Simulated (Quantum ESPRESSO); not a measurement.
The Ga K edge of atom 2 in LaGaO3 (Pm-3m), with 6 O at 1.96 Å (octahedral, site symmetry m-3m), was computed in 2 ways: full core hole (charged cell) and no core hole. Program and functional: Quantum ESPRESSO XSpectra, LDA, without spin-orbit coupling, Lorentzian half width 0.91 eV up to 4 eV, rising linearly to 1.75 eV at 25 eV (not a setting of the program: the run's 0.4 eV curve was folded afterwards with a further Lorentzian); cells of 5 and 10 atoms (the run without a hole in the smaller).

Each run is counted from its own lowest empty level or Fermi level and scaled to a mean of 1 over its first 20 eV. (XSpectra's own axis starts at xe0, in the gap; it has been shifted.)

```csv
E (eV),run 1,run 2
-2.0,0.07,0.07
-1.4,0.07,0.08
-0.8,0.09,0.09
-0.2,0.10,0.10
0.4,0.12,0.12
1.0,0.16,0.15
1.6,0.20,0.19
2.2,0.25,0.25
2.8,0.30,0.31
3.4,0.36,0.39
4.0,0.41,0.53
4.6,0.45,0.70
5.2,0.51,0.81
5.8,0.58,0.91
6.4,0.70,1.01
7.0,0.94,1.24
7.6,1.35,1.72
8.2,1.88,2.46
8.8,2.23,3.00
9.4,2.24,2.95
10.0,2.19,2.46
10.6,2.15,1.86
11.2,1.93,1.45
11.8,1.61,1.24
12.4,1.31,1.09
13.0,1.10,0.93
13.6,0.99,0.79
14.2,0.92,0.70
14.8,0.87,0.64
15.4,0.86,0.61
16.0,0.87,0.60
16.6,0.88,0.62
17.2,0.93,0.64
17.8,0.98,0.67
18.4,0.99,0.72
19.0,0.95,0.75
19.6,0.92,0.75
20.2,0.89,0.75
20.8,0.87,0.72
21.4,0.87,0.69
22.0,0.90,0.68
22.6,0.94,0.69
23.2,0.99,0.71
23.8,1.01,0.73
24.4,0.97,0.74
25.0,0.91,0.75
25.6,0.85,0.73
26.2,0.82,0.69
26.8,0.77,0.63
27.4,0.73,0.60
28.0,0.70,0.58
28.6,0.69,0.57
29.2,0.67,0.55
29.8,0.66,0.53
30.4,0.64,0.51
31.0,0.64,0.50
31.6,0.65,0.50
```

**Question.** Which run is which?

Run 1: no core hole (area from −2 to 6 eV 2.1, main maxima 9.0 eV (2.27), 18.2 eV (0.99) and 23.7 eV (1.01)). Run 2: full core hole (charged cell) (area from −2 to 6 eV 2.7, main maxima 9.1 eV (3.04), 19.5 eV (0.75) and 24.7 eV (0.75)). With each curve scaled to its own mean, the area from −2 to 6 eV with the hole is 2.7 against 2.1, and the centre of weight from −1 to 20 eV moves by -0.9 eV: the hole pulls the absorber's empty states down.

[Banner, clock and machine lines of the logs are left out without a mark of their own.]

[Logs are printed without paths, hosts, clocks, repeated set-up lines and the standing remarks that a program may print on its own settings, such as how far it seeks lower states.]

[Hosts, paths, dates, database ids (printed as entryN), source tags and the programs' standing remarks are cut or masked in the printed files.]

[Lists of maxima count a maximum above −3 eV only where it reaches 4 % of the highest in the window and stands out from its surroundings by 2 % of it (1.5 % where it reaches 55 %); shoulders and weaker maxima are passed over, and of the rest the first, up to two pre-edge ones and the few strongest are named.]
